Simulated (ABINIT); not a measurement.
An input for ABINIT 10.8.3 (Diamond (Fd-3m, 2 atoms a cell)):

```
acell 3*1.0 Angstrom
rprim 
  -0.000000000000 1.783370000000 1.783370000000
  1.783370000000 -0.000000000000 1.783370000000
  1.783370000000 1.783370000000 0.000000000000
ntypat 1
znucl 6
natom 2
typat 1 1
xred 
  -0.000000000000 0.000000000000 0.000000000000
  0.250000000000 0.250000000000 0.250000000000
pp_dirpath "pseudos"
pseudos "C.upf"
ecut 37
ngkpt 6 6 6
nshiftk 1
shiftk 0 0 0
kptopt 1
chksymbreak 0
istwfk *1
occopt 1
irdwfk 1
optdriver 4
nband 56
gwcalctyp 28
ecutsigx 37
symsigma 0
nkptgw 16
kptgw 
  0.0000000000 0.0000000000 0.0000000000
  0.1666666667 0.0000000000 0.0000000000
  0.3333333333 0.0000000000 0.0000000000
  0.5000000000 0.0000000000 0.0000000000
  0.1666666667 0.1666666667 0.0000000000
  0.3333333333 0.1666666667 0.0000000000
  0.5000000000 0.1666666667 0.0000000000
  -0.3333333333 0.1666666667 0.0000000000
  -0.1666666667 0.1666666667 0.0000000000
  0.3333333333 0.3333333333 0.0000000000
  0.5000000000 0.3333333333 0.0000000000
  -0.3333333333 0.3333333333 0.0000000000
  0.5000000000 0.5000000000 0.0000000000
  0.5000000000 0.3333333333 0.1666666667
  -0.3333333333 0.3333333333 0.1666666667
  -0.3333333333 0.5000000000 0.1666666667
bdgw 
  1 14
  1 14
  1 14
  1 14
  1 14
  1 14
  1 14
  1 14
  1 14
  1 14
  1 14
  1 14
  1 14
  1 14
  1 14
  1 14
ecuteps 8
irdscr 1
ppmodel 1
irdqps 1
rhoqpmix 0.3
indata_prefix "in"
outdata_prefix "out"
tmpdata_prefix "tmp"
```

```sh
OMP_NUM_THREADS=1 mpirun -n 8 abinit run.abi > log
```

How long will it take on 8 MPI ranks of Arm Neoverse V2, shared host, and how much memory?

It took 43 s; on shared hardware allow 21 s to 85 s. Peak host memory was 1.5 GiB.

[Paths, hosts, dates, memory and timing lines, banners, echoed tables and standing remarks are left out of the program output.]

[Logs are printed without paths, hosts, clocks, repeated set-up lines and the standing remarks that a program may print on its own settings, such as how far it seeks lower states.]

[Runs of the session that timed out or met a known fault of the program may be left out.]

[Hosts, paths, dates, database ids (printed as entryN), source tags and the programs' standing remarks are cut or masked in the printed files.]

[G0W0 gaps are taken among the corrected bands and points alone; a level outside them can change the order at an edge.]

[Where Ansatz stands beside ABINIT at settings called matched, ABINIT's density can come from a denser mesh and the files from another edition; pairs whose starting gaps differed by over 0.03 eV were left out, so agreement reads better than it is.]
